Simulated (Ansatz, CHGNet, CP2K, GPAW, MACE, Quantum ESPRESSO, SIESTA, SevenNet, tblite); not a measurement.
# Which run comes nearest? Glassy ZnIn2Ga2O7 (96 atoms)

Density of this cell: 6.00 g/cm³. The cell holds 96 atoms: 16 Ga, 16 In, 56 O and 8 Zn. Its edges and angles: a = 10.656 Å, b = 10.656 Å, c = 10.656 Å, α = 90.0°, β = 90.0°, γ = 90.0°. 96 atoms (16 Fe, 16 Sc, 56 O, 8 Zn) placed at random at 4.16 g/cm³, melted at 4500 K for 20 ps at fixed volume with the Morse and Coulomb pair potential with partial charges (Pedone, Malavasi, Menziani, Cormack and Segre, J. Phys. Chem. B 110, 11780 (2006)). Quenched from 4500 K to 300 K at 100 K/ps and fixed volume, held 5 ps. Then Fe was replaced by Ga, Sc was replaced by In (the potential has no terms for the new elements, so the cell is a start for a DFT relaxation). Then every atom was moved at random, 0.03 Å r.m.s. a Cartesian component.

Geometry: as built.

The reference, a calculation:

| Quantity | Value |
| --- | --- |
| method | Kohn-Sham DFT, PBE, PAW, plane waves (Ansatz 0.2.0); cutoff 420 eV, Γ point, fermi-dirac smearing of 0.05 eV; PAW set soft_2 |
| r.m.s. force component | 1.03 eV/Å |
| longest force | 4.265 eV/Å |
| pressure | 4.822 GPa |
| gap (highest filled to lowest empty level) | 0.5266 eV |
| SCF cycles | 10 |
| time | 36 s on 4 threads of Arm Neoverse V1, shared host |
| CPU time | 2.2 min |

Runs, in no order:
A. SevenNet 0 potential: machine-learned interatomic potential SevenNet 0, trained on PBE(+U) plane-wave data
B. GPAW PBE, LCAO dzp, h 0.18 Å, other mixer settings: Kohn-Sham DFT, PBE, PAW, atomic orbitals (dzp)
C. SIESTA PBE, DZP, shift 0.01 Ry, mesh 500 Ry: Kohn-Sham DFT, PBE, PseudoDojo 0.4.1 norm-conserving pseudopotentials (converted to PSML), numerical atomic orbitals (DZP), diagonalisation

**Question.** Rank the runs by how far their forces lie from the reference's, least first.

A, C, B.

| run | Δ force, r.m.s. (meV/Å) | share of r.m.s. force (%) | CPU time |
| --- | --- | --- | --- |
| A. SevenNet 0 potential | 85.1 | 8.26 | 9.2 s |
| C. SIESTA PBE, DZP, shift 0.01 Ry, mesh 500 Ry | 157 | 15.2 | 14 min |
| B. GPAW PBE, LCAO dzp, h 0.18 Å, other mixer settings | 326 | 31.6 | 11 min |

Machine-learned potentials mimic data converged in k, so the reference's own k-point error enters their differences. The network of bonds at the start is that of the classical potential that made the cell, and needn't be the one that DFT or experiment would give. The electronic-structure runs sample only Γ, in a cell whose shortest periodic width is 11 Å.

[Hosts, paths, dates, database ids (printed as entryN), source tags and the programs' standing remarks are cut or masked in the printed files.]
